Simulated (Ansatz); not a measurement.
# CaBi2Rh2: relaxing a made-up structure

Starting from a made-up structure for CaBi2Rh2, the aim is the relaxed cell, its shortest contacts and, where a second run follows, its electronic structure.

Method: DFT, PBE, plane-wave PAW, files of the set soft_1, scalar-relativistic, no spin, cell and ions relaxed at zero pressure; PAW set soft_1, in Ansatz 0.2.0.

## Step 1: The starting structure

The structure is tetragonal, space group I4/mmm (No. 139). Conventional cell: a = 4.623 Å, b = 4.623 Å, c = 10.843 Å, α = 90.00°, β = 90.00°, γ = 90.00°. Bi has 4 Rh at 2.62 Å and 1 Bi at 2.96 Å and 5 Ca at 3.59 to 3.94 Å nearest. Nearest to Rh lie 4 Bi at 2.62 Å and 4 Rh at 3.27 Å and 4 Ca at 3.56 Å. Ca has 8 Rh at 3.56 Å and 10 Bi at 3.59 to 3.94 Å nearest. Farther neighbours are not listed.

Coordinates:

```cif
data_structure
_symmetry_space_group_name_H-M 'I4/mmm'
_symmetry_Int_Tables_number 139
_cell_length_a 4.6230
_cell_length_b 4.6230
_cell_length_c 10.8430
_cell_angle_alpha 90.000
_cell_angle_beta 90.000
_cell_angle_gamma 90.000
_cell_volume 231.74
loop_
_atom_site_label
_atom_site_type_symbol
_atom_site_symmetry_multiplicity
_atom_site_Wyckoff_symbol
_atom_site_fract_x
_atom_site_fract_y
_atom_site_fract_z
_atom_site_occupancy
Bi1 Bi 4 e 0.00000 0.00000 0.36360 1
Rh1 Rh 4 d 0.00000 0.50000 0.25000 1
Ca1 Ca 2 a 0.00000 0.00000 0.00000 1
```

## Step 2: Relaxation of the guess

The guessed cell has no reason to be at equilibrium. It is relaxed with the atoms, within the space group of the guess.

File input.yaml:

```yaml
crystal:
  lattice:
    - [-2.3115, 2.3115, 5.4215]
    - [2.3115, -2.3115, 5.4215]
    - [2.3115, 2.3115, -5.4215]
  atoms:
    - { symbol: Bi, position: [0.3636, 0.3636, 0.0] }
    - { symbol: Bi, position: [0.6364, 0.6364, 0.0] }
    - { symbol: Rh, position: [0.75, 0.25, 0.5] }
    - { symbol: Rh, position: [0.25, 0.75, 0.5] }
    - { symbol: Ca, position: [0.0, 0.0, 0.0] }
kpoints:
  mp_grid: { grid: [8, 8, 8] }
scf:
  occupations: { method: fermi_dirac, width: 0.05 }
hamiltonian:
  xc: pbe
  pseudopotentials: { kind: paw, azcp: { folder: soft_1 } }
relax:
  f_tol: 0.015
  max_steps: 70
  cell: {}
output:
  forces: true
  stress: true
```

Command:

```sh
$ ansatz run input.yaml --threads 4 --pin off --max-ram 8192MiB --backend cpu --events-out ev --progress --plain --runs-dir out
```

Numbers of over 12 decimals in the logs are rounded to 6 here.

What it wrote:

```text
Engine: ansatz 0.2.0, aarch64-unknown-linux-gnu
Pseudopotentials: kind: paw
Pseudopotential: Bi, paw, valence charge 15, recommended cutoff 420 eV (normal), soft_1/Bi.paw.azcp
Pseudopotential: Rh, paw, valence charge 17, recommended cutoff 420 eV (normal), soft_1/Rh.paw.azcp
Pseudopotential: Ca, paw, valence charge 10, recommended cutoff 420 eV (normal), soft_1/Ca.paw.azcp
Functional definition: PBE
  parameter kappa = 0.804
  parameter beta = 0.066725
  exchange = pbe_x(kappa = kappa, mu = beta*pi^2/3)
  correlation = pbe_c(beta = beta)
Crystal: 5 atoms, lattice volume = 115.869 Å³
Basis set: ecut = 420 eV, 2259 PW (Γ), exchange–correlation on 90×90×90 points (8 copies of the dense FFT grid, shifted against one another)
Bands: 45, of which v1, the nominal top of the filled ones, is band 37 counted from 1 (36 counted from 0)
Symmetry: 16 space group operations
Space group: I4/mmm (ITA 139), of the structure as read, at distance tolerance 4.9e-5 Å
k-points: 59 of 512
Non-local potential: Bi, projectors of the file, l = 0: 2, l = 1: 2, l = 2: 2, l = 3: 1
Non-local potential: Rh, projectors of the file, l = 0: 3, l = 1: 2, l = 2: 2, l = 3: 1
Non-local potential: Ca, projectors of the file, l = 0: 3, l = 1: 2, l = 2: 2
PAW form: soft (Blöchl's): semilocal exchange-correlation on the pseudo side does not see the compensation charge
PAW one-centre angular grid: Bi, 590 points (default); XC on 64 Gauss nodes
PAW one-centre angular grid: Rh, 590 points (default); XC on 64 Gauss nodes
PAW one-centre angular grid: Ca, 110 points (default); XC on 64 Gauss nodes
Initial density: superposition of atomic densities (chi_scale 0.1, normalization cell, long waves kept (reshape's long-wave potential 0.01 eV rms))
Initial wavefunctions: pseudopotential atomic-orbital guess
Functional: x = pbe(κ = 0.804, μ = 0.219515), c = pbe(β = 0.066725)
SCF iter   1: F=—  HF=-39427.360727 eV  |F-HF|=—  |Δ(HF+E_count)|=         —  Δρ=1.52e-1  dr2=6.20e1  ethr=3.10e-3  ⟨swp⟩=10.1  Hψ=12807  notcnv=0
preconditioner: auto → Kerker (q_TF=auto, 2.532 Å⁻¹)  [metal: Δε(μ)=0.019 eV  Ē_g=12.519 eV  σ=0.050 eV  W_gap=0.10  n_scr=32 (ndim 8)  ℏωp=24.4 eV  f_vac=0.000  D(μ)=5.75/eV (n_scr^D=44)]
SCF iter   2: F=—  HF=-39422.712734 eV  |F-HF|=—  |Δ(HF+E_count)|=    4.65e0  Δρ=3.31e-2  dr2=2.08e0  ethr=3.10e-3  ⟨swp⟩=4.1  Hψ=5848  notcnv=0  defer=1
SCF iter   3: F=—  HF=-39422.437973 eV  |F-HF|=—  |Δ(HF+E_count)|=   2.75e-1  Δρ=1.50e-2  dr2=4.19e-1  ethr=2.81e-3  ⟨swp⟩=2.1  Hψ=3288  notcnv=0  defer=36
SCF iter   4: F=—  HF=-39422.386233 eV  |F-HF|=—  |Δ(HF+E_count)|=   5.17e-2  Δρ=3.06e-3  dr2=1.60e-2  ethr=5.66e-4  ⟨swp⟩=2.2  Hψ=3712  notcnv=0  defer=71
SCF iter   5: F=—  HF=-39422.384986 eV  |F-HF|=—  |Δ(HF+E_count)|=   1.25e-3  Δρ=7.52e-4  dr2=1.82e-3  ethr=2.16e-5  ⟨swp⟩=2.0  Hψ=3603  notcnv=0  defer=74
SCF iter   6: F=—  HF=-39422.384781 eV  |F-HF|=—  |Δ(HF+E_count)|=   2.05e-4  Δρ=2.84e-4  dr2=3.29e-4  ethr=2.45e-6  ⟨swp⟩=1.8  Hψ=2740  notcnv=0  defer=74
SCF iter   7: F=—  HF=-39422.384712 eV  |F-HF|=—  |Δ(HF+E_count)|=   6.91e-5  Δρ=1.32e-4  dr2=6.07e-5  ethr=4.45e-7  ⟨swp⟩=1.8  Hψ=2773  notcnv=0  defer=74
SCF iter   8: F=—  HF=-39422.384737 eV  |F-HF|=—  |Δ(HF+E_count)|=   2.52e-5  Δρ=3.84e-5  dr2=5.06e-6  ethr=8.21e-8  ⟨swp⟩=2.0  Hψ=3090  notcnv=0  defer=73
SCF iter   9: F=—  HF=-39422.384736 eV  |F-HF|=—  |Δ(HF+E_count)|=   1.55e-6  Δρ=1.43e-5  dr2=4.13e-7  ethr=6.84e-9  ⟨swp⟩=2.0  Hψ=3993  notcnv=0  defer=73
SCF iter  10: F=-39422.384736 eV  HF=-39422.384736 eV  |F-HF|=9.52e-9  |Δ(HF+E_count)|=   4.98e-8  Δρ=2.93e-6  dr2=1.64e-8  ethr=1.35e-10  ⟨swp⟩=4.1  Hψ=8118  notcnv=0
SCF 1 converged in 10 iterations: F = -39422.384736 eV  dr2 = 1.64e-8
  greatest PAW one-centre occupation: 1.000 electrons in one spin orbital (limit 2), on the Rh atom at site 3 (counted from 0), in its partial waves of l = 0
relax step   1: F+E_penalty+E_count = -39422.38473580 eV  Δ(F+E_penalty+E_count) = +0.000e0 eV  max|allowed force component| = 3.990e-1 eV/Å  Δτ_max = 0.0000 Å  P = +7.069 GPa  Ω = 115.869 Å³  (10 SCF iters, dr2 threshold 1.00e-7 eV, accepted)
Crystal: 5 atoms, lattice volume = 130.674 Å³
Basis set: ecut = 420 eV, 2503 PW (Γ), exchange–correlation on 90×90×90 points (8 copies of the dense FFT grid, shifted against one another)
Initial density: handed on by an earlier stage of this run
Initial wavefunctions: those handed on with the density
iter 1 solved again at ethr=6.76e-4 eV; its pass at ethr=3.10e-3 eV (dr2=5.00e-1 eV) is discarded
SCF iter   1: F=—  HF=-39422.616314 eV  |F-HF|=—  |Δ(HF+E_count)|=         —  Δρ=1.23e-2  dr2=5.04e-1  ethr=6.76e-4  ⟨swp⟩=1.5  Hψ=13546  notcnv=0
preconditioner: auto → Kerker (q_TF=auto, 2.482 Å⁻¹)  [metal: Δε(μ)=0.019 eV  Ē_g=14.923 eV  σ=0.050 eV  W_gap=0.10  n_scr=32 (ndim 8)  ℏωp=24.3 eV  f_vac=0.001  D(μ)=3.87/eV (n_scr^D=32)]
SCF iter   2: F=—  HF=-39422.557471 eV  |F-HF|=—  |Δ(HF+E_count)|=   5.88e-2  Δρ=5.50e-3  dr2=1.36e-1  ethr=6.76e-4  ⟨swp⟩=2.2  Hψ=3106  notcnv=0
SCF iter   3: F=—  HF=-39422.532595 eV  |F-HF|=—  |Δ(HF+E_count)|=   2.49e-2  Δρ=1.54e-3  dr2=1.24e-2  ethr=1.84e-4  ⟨swp⟩=2.9  Hψ=3630  notcnv=0  defer=4
SCF iter   4: F=—  HF=-39422.529048 eV  |F-HF|=—  |Δ(HF+E_count)|=   3.55e-3  Δρ=4.72e-4  dr2=6.45e-4  ethr=1.68e-5  ⟨swp⟩=2.1  Hψ=3763  notcnv=0  defer=6
SCF iter   5: F=—  HF=-39422.528929 eV  |F-HF|=—  |Δ(HF+E_count)|=   1.19e-4  Δρ=1.26e-4  dr2=2.32e-5  ethr=8.72e-7  ⟨swp⟩=2.0  Hψ=3416  notcnv=0  defer=6
SCF iter   6: F=—  HF=-39422.528960 eV  |F-HF|=—  |Δ(HF+E_count)|=   3.05e-5  Δρ=3.39e-5  dr2=2.29e-6  ethr=3.14e-8  ⟨swp⟩=2.1  Hψ=3678  notcnv=0  defer=7
SCF iter   7: F=-39422.528960 eV  HF=-39422.528960 eV  |F-HF|=5.86e-9  |Δ(HF+E_count)|=   2.76e-7  Δρ=7.01e-6  dr2=7.49e-8  ethr=6.76e-10  ⟨swp⟩=4.0  Hψ=8660  notcnv=0
SCF 2 converged in 7 iterations: F = -39422.528960 eV  dr2 = 7.49e-8
relax step   2: F+E_penalty+E_count = -39422.52895984 eV  Δ(F+E_penalty+E_count) = -1.442e-1 eV  max|allowed force component| = 1.345e-1 eV/Å  Δτ_max = 0.0232 Å  P = -2.675 GPa  Ω = 130.674 Å³  energy of the carried Pulay correction = -3.129e-3 eV  (7 SCF iters, dr2 threshold 5.00e-7 eV, accepted)
Crystal: 5 atoms, lattice volume = 126.241 Å³
Basis set: ecut = 420 eV, 2467 PW (Γ), exchange–correlation on 90×90×90 points (8 copies of the dense FFT grid, shifted against one another)
iter 1 solved again at ethr=6.59e-5 eV; its pass at ethr=3.10e-3 eV (dr2=4.87e-2 eV) is discarded
SCF iter   1: F=—  HF=-39422.580547 eV  |F-HF|=—  |Δ(HF+E_count)|=         —  Δρ=4.00e-3  dr2=5.02e-2  ethr=6.59e-5  ⟨swp⟩=1.3  Hψ=11981  notcnv=0
[...]
relax step   3: F+E_penalty+E_count = -39422.57304457 eV  Δ(F+E_penalty+E_count) = -4.408e-2 eV  max|allowed force component| = 2.957e-2 eV/Å  Δτ_max = 0.0087 Å  P = -0.428 GPa  Ω = 126.241 Å³  energy of the carried Pulay correction = -2.232e-3 eV  (6 SCF iters, dr2 threshold 5.00e-7 eV, accepted)
[... from here on, the SCF cycles and remarks between the steps are left out ...]
relax step   4: F+E_penalty+E_count = -39422.57483228 eV  Δ(F+E_penalty+E_count) = -1.788e-3 eV  max|allowed force component| = 5.264e-2 eV/Å  Δτ_max = 0.0127 Å  P = +0.021 GPa  Ω = 125.101 Å³  energy of the carried Pulay correction = -1.996e-3 eV  (6 SCF iters, dr2 threshold 5.00e-7 eV, accepted)
relax step   5: F+E_penalty+E_count = -39422.57569698 eV  Δ(F+E_penalty+E_count) = -8.647e-4 eV  max|allowed force component| = 3.849e-2 eV/Å  Δτ_max = 0.0026 Å  P = +0.165 GPa  Ω = 125.023 Å³  energy of the carried Pulay correction = -1.980e-3 eV  (6 SCF iters, dr2 threshold 3.14e-7 eV, accepted)
relax step   6: F+E_penalty+E_count = -39422.57790636 eV  Δ(F+E_penalty+E_count) = -2.209e-3 eV  max|allowed force component| = 6.001e-3 eV/Å  Δτ_max = 0.0155 Å  P = -0.001 GPa  Ω = 124.988 Å³  energy of the carried Pulay correction = -1.973e-3 eV  (6 SCF iters, dr2 threshold 2.11e-7 eV, accepted)
relax step   7: F+E_penalty+E_count = -39422.57962305 eV  Δ(F+E_penalty+E_count) = -1.717e-3 eV  max|allowed force component| = 1.572e-2 eV/Å  Δτ_max = 0.0205 Å  P = -0.021 GPa  Ω = 124.578 Å³  energy of the carried Pulay correction = -1.887e-3 eV  (8 SCF iters, dr2 threshold 2.34e-8 eV, accepted)
relax step   8: F+E_penalty+E_count = -39422.58093837 eV  Δ(F+E_penalty+E_count) = -1.315e-3 eV  max|allowed force component| = 4.493e-2 eV/Å  Δτ_max = 0.0261 Å  P = -0.050 GPa  Ω = 123.948 Å³  energy of the carried Pulay correction = -1.755e-3 eV  (8 SCF iters, dr2 threshold 1.54e-8 eV, accepted)
relax step   9: F+E_penalty+E_count = -39422.58113174 eV  Δ(F+E_penalty+E_count) = -1.934e-4 eV  max|allowed force component| = 6.010e-3 eV/Å  Δτ_max = 0.0006 Å  P = +0.011 GPa  Ω = 123.904 Å³  energy of the carried Pulay correction = -1.746e-3 eV  (6 SCF iters, dr2 threshold 1.26e-7 eV, accepted)
relax step  10: F+E_penalty+E_count = -39422.58383532 eV  Δ(F+E_penalty+E_count) = -2.704e-3 eV  max|allowed force component| = 5.029e-3 eV/Å  Δτ_max = 0.0000 Å  P = +0.032 GPa  Ω = 123.904 Å³  stress off target by 7.73e-2 GPa  SCF on the basis re-selected at this cell (its energy is not comparable with the rows above)  (10 SCF iters)
relax step  11: F+E_penalty+E_count = -39422.58408756 eV  Δ(F+E_penalty+E_count) = -2.522e-4 eV  max|allowed force component| = 2.979e-5 eV/Å  Δτ_max = 0.0042 Å  P = +0.004 GPa  Ω = 123.824 Å³  energy of the carried Pulay correction = +1.920e-5 eV  (7 SCF iters, dr2 threshold 1.49e-8 eV, accepted)
relax step  12: F+E_penalty+E_count = -39422.58434220 eV  Δ(F+E_penalty+E_count) = -2.546e-4 eV  max|allowed force component| = 9.309e-3 eV/Å  Δτ_max = 0.0097 Å  P = +0.047 GPa  Ω = 123.457 Å³  energy of the carried Pulay correction = +9.726e-5 eV  (10 SCF iters, accepted)
relax step  13: F+E_penalty+E_count = -39422.58431635 eV  Δ(F+E_penalty+E_count) = +2.585e-5 eV  max|allowed force component| = 3.304e-3 eV/Å  Δτ_max = 0.0002 Å  P = -0.068 GPa  Ω = 123.659 Å³  energy of the carried Pulay correction = +6.121e-5 eV  (6 SCF iters, dr2 threshold 1.20e-8 eV, accepted)
relax step  14: F+E_penalty+E_count = -39422.58436428 eV  Δ(F+E_penalty+E_count) = -4.793e-5 eV  max|allowed force component| = 6.224e-4 eV/Å  Δτ_max = 0.0005 Å  P = -0.000 GPa  Ω = 123.535 Å³  energy of the carried Pulay correction = +8.462e-5 eV  (6 SCF iters, dr2 threshold 1.21e-8 eV, accepted)
iter 1 solved again at ethr=2.67e-6 eV; its pass at ethr=3.10e-3 eV (dr2=1.97e-3 eV) is discarded
SCF iter   1: F=—  HF=-39422.579294 eV  |F-HF|=—  |Δ(HF+E_count)|=         —  Δρ=6.74e-4  dr2=2.00e-5  ethr=2.67e-6  ⟨swp⟩=2.9  Hψ=17825  notcnv=0
preconditioner: auto → Kerker (q_TF=auto, 2.505 Å⁻¹)  [metal: Δε(μ)=0.012 eV  Ē_g=14.844 eV  σ=0.050 eV  W_gap=0.06  n_scr=32 (ndim 8)  ℏωp=25.0 eV  f_vac=0.000  D(μ)=4.75/eV (n_scr^D=32)]
SCF iter   2: F=—  HF=-39422.583088 eV  |F-HF|=—  |Δ(HF+E_count)|=   3.79e-3  Δρ=3.41e-4  dr2=3.23e-6  ethr=2.71e-8  ⟨swp⟩=2.0  Hψ=4352  notcnv=0
SCF iter   3: F=—  HF=-39422.584205 eV  |F-HF|=—  |Δ(HF+E_count)|=   1.12e-3  Δρ=8.66e-5  dr2=5.04e-7  ethr=4.37e-9  ⟨swp⟩=2.0  Hψ=4323  notcnv=0
SCF iter   4: F=—  HF=-39422.584284 eV  |F-HF|=—  |Δ(HF+E_count)|=   7.82e-5  Δρ=1.71e-5  dr2=1.44e-7  ethr=6.81e-10  ⟨swp⟩=2.0  Hψ=4006  notcnv=0
SCF iter   5: F=—  HF=-39422.584286 eV  |F-HF|=—  |Δ(HF+E_count)|=   2.80e-6  Δρ=2.72e-6  dr2=2.61e-8  ethr=1.94e-10  ⟨swp⟩=1.4  Hψ=2678  notcnv=0
SCF iter   6: F=—  HF=-39422.584286 eV  |F-HF|=—  |Δ(HF+E_count)|=   2.39e-8  Δρ=6.26e-7  dr2=1.65e-9  ethr=3.52e-11  ⟨swp⟩=2.0  Hψ=3140  notcnv=0
SCF iter   7: F=-39422.584286 eV  HF=-39422.584286 eV  |F-HF|=7.28e-12  |Δ(HF+E_count)|=  4.37e-11  Δρ=1.01e-7  dr2=3.18e-11  ethr=1.00e-12  ⟨swp⟩=3.2  Hψ=10073  notcnv=0
SCF 15 converged in 7 iterations: F = -39422.584286 eV  dr2 = 3.18e-11
relax step  15: F+E_penalty+E_count = -39422.58428649 eV  Δ(F+E_penalty+E_count) = +7.779e-5 eV  max|allowed force component| = 6.461e-4 eV/Å  Δτ_max = 0.0000 Å  P = +0.001 GPa  Ω = 123.535 Å³  stress off target by 1.61e-3 GPa  SCF on the basis re-selected at this cell (its energy is not comparable with the rows above)  (7 SCF iters)
basis re-selected at this cell: Δ(F+E_penalty+E_count) = +7.779e-5 eV, ΔP = +0.001 GPa vs the last step (what re-selecting the basis moved, of the pressure what is left beyond the Pulay correction that the steps carried, after the strain that the cell walked since its last selection, with what the two solves' SCF thresholds leave and, on support functions, any second-order correction that the steps lacked; it is no m [...]
SCF converged after 7 iterations
Free energy (F): -39422.584286 eV
Harris-Foulkes:  -39422.584286 eV  (|F-HF|=7.28e-12)
Internal energy: -39422.544932 eV  (E = F + TS)
E sigma→0 (E₀):  -39422.564609 eV
Entropy (-TS):   -0.039354 eV (-7.871 meV/atom)
Fermi energy:    12.716083 eV
--- Per-component energies (eV) ---
  E_band       = -715.732971
  E_kinetic    = 1840.880678
  E_local      = -8539.826542  (includes V_loc(G=0)·N_el)
  E_nonlocal   = 1510.692607
  E_hartree    = 3321.878590
  E_xc         = -830.748536
  E_vxc        = -922.866505  (∫ρ·V_xc dr)
  E_paw        = -29406.006631  (= ΣΔE_a)
  E_vpaw       = -1248.370897  (= ΣTr[D̂ρ^β])
  E_aug_tail   = 0.000391  (compensation charges beyond the density's cutoff)
  E_ewald      = -7319.415489
  E_smearing   = -0.039354  (= −TS)
  E_closure    = -0.000000  (closes the sum)
  Σ components = -39422.584286   (vs F -39422.584286, Δ=0.00e0)
--- Forces (eV/Å), atoms counted from 1 ---
  atom   1  Bi     0.00000000    -0.00000000     0.00064609
  atom   2  Bi    -0.00000000    -0.00000000    -0.00064609
  atom   3  Rh     0.00000000    -0.00000000     0.00000000
  atom   4  Rh     0.00000000    -0.00000000     0.00000000
  atom   5  Ca    -0.00000000     0.00000000    -0.00000000
  max |Σ_I F_I| component: 2.60e-17 eV/Å
--- Stress (GPa, compression-positive) ---
        0.000176       0.000000      -0.000000
        0.000000       0.000176       0.000000
        0.000000       0.000000       0.001606
  P = ⅓ Tr σ = 0.0007 GPa (0.007 kbar)
--- Relaxed structure (13 steps of the walk, 13 accepted, 2 SCFs on fresh bases) ---
  F+E_penalty+E_count = -39422.58428649 eV   max|allowed force component| = 6.461e-4 eV/Å   (the final SCF, on the basis selected at the relaxed cell)
  cell:  # Å, volume = 123.5349 Å³
    - [-2.261685, 2.261685, 6.037616]
    - [2.261685, -2.261685, 6.037616]
    - [2.261685, 2.261685, -6.037616]
  atoms:
    - { symbol: Bi, position: [0.370171, 0.370171, 0] }
    - { symbol: Bi, position: [0.629829, 0.629829, 0] }
    - { symbol: Rh, position: [0.750000, 0.25, 0.500000] }
    - { symbol: Rh, position: [0.25, 0.750000, 0.500000] }
    - { symbol: Ca, position: [0, 0, 0] }
```

It took 44 s on 4 threads of Arm Neoverse V2, shared host; peak memory 0.65 GiB; 2.8 min of CPU time.

Step by step:

```
step  energy less that of the first step (eV)  largest force component (eV/Å)  pressure (GPa)  volume (Å³)
   1                                   0.0000                          0.3990            7.07       115.87
   2                                  -0.1442                          0.1345           -2.68       130.67
   3                                  -0.1883                          0.0296           -0.43       126.24
   4                                  -0.1901                          0.0526            0.02       125.10
   5                                  -0.1910                          0.0385            0.17       125.02
   6                                  -0.1932                          0.0060            0.00       124.99
   7                                  -0.1949                          0.0157           -0.02       124.58
   8                                  -0.1962                          0.0449           -0.05       123.95
   9                                  -0.1964                          0.0060            0.01       123.90
 10*                                  -0.1991                          0.0050            0.03       123.90
  11                                  -0.1994                          0.0000            0.00       123.82
  12                                  -0.1996                          0.0093            0.05       123.46
  13                                  -0.1996                          0.0033           -0.07       123.66
  14                                  -0.1996                          0.0006            0.00       123.53
 15*                                  -0.1995                          0.0006            0.00       123.53
```

Relaxation steps marked * repeat the geometry before them on a plane-wave basis chosen anew for their cell, so energy and pressure can jump there.

The run keeps the 16 symmetry operations that it works with, so distortions that break them were not tested.

```
conventional cell, symmetrised  before   after   change
                         a (Å)   4.623   4.523   -2.2 %
                         b (Å)   4.623   4.523   -2.2 %
                         c (Å)  10.843  12.075  +11.4 %
              volume (Å³/atom)   23.17   24.71   +6.6 %
```

The atoms that moved most (Å, as changes of fractional coordinates times the final cell):

```
atom     dx     dy      dz  length
 Bi2  0.000  0.000  -0.079   0.079
 Bi1  0.000  0.000   0.079   0.079
```

Final coordinates:

```xyz
5
Lattice="-2.2617 2.2617 6.0376 2.2617 -2.2617 6.0376 2.2617 2.2617 -6.0376" Properties=species:S:1:pos:R:3 pbc="T T T"
Bi    0.0000    0.0000    4.4699
Bi    0.0000    0.0000    7.6053
Rh    0.0000    2.2617    3.0188
Rh    2.2617    0.0000    3.0188
Ca    0.0000    0.0000    0.0000
```

Numbers from this step:

```yaml
free_energy: -39422.5843 eV
energy_at_zero_smearing: -39422.5646 eV
smearing_term_ts: 0.03935 eV
fermi_energy: 12.72 eV
electrons: 74
symmetry_operations: 16
pressure: 6.53e-4 GPa
```

Shortest distances by pair of elements, guess and relaxed (not always the same contact):

```
 pair  guess (Å)  relaxed (Å)
Bi–Rh      2.619        2.687
Bi–Bi      2.958        3.135
Rh–Rh      3.269        3.199
Bi–Ca      3.588        3.562
Ca–Rh      3.562        3.772
```

The relaxation ends with a largest force component of 6.5e-4 eV/Å and a pressure of 0.00 GPa.

## Step 3: What came out

| Property | Result |
| --- | --- |
| space group, relaxed | I4/mmm |
| conventional cell | a = 4.523, b = 4.523, c = 12.075 Å; α = 90.0°, β = 90.0°, γ = 90.0° |
| volume per atom | 24.71 Å³ (guess 23.17) |

What this shows: CaBi2Rh2 relaxes to I4/mmm with a = 4.523, b = 4.523 and c = 12.075 Å. The guessed volume was 6 % too small. The space group I4/mmm was held in the relaxation, so the end point is a stationary structure within it and may be a saddle against distortions or other arrangements. Mesh and cutoff weren't tested. Spin-orbit coupling is left out, which can matter for elements this heavy. No dispersion term is used, so weakly bound directions may come out too long. The runs have no spin, and magnetism wasn't tested. Nothing here tests whether the compound is stable against decomposition.

[Logs are printed without paths, hosts, clocks, repeated set-up lines and the standing remarks that a program may print on its own settings, such as how far it seeks lower states.]

[Hosts, paths, dates, database ids (printed as entryN), source tags and the programs' standing remarks are cut or masked in the printed files.]
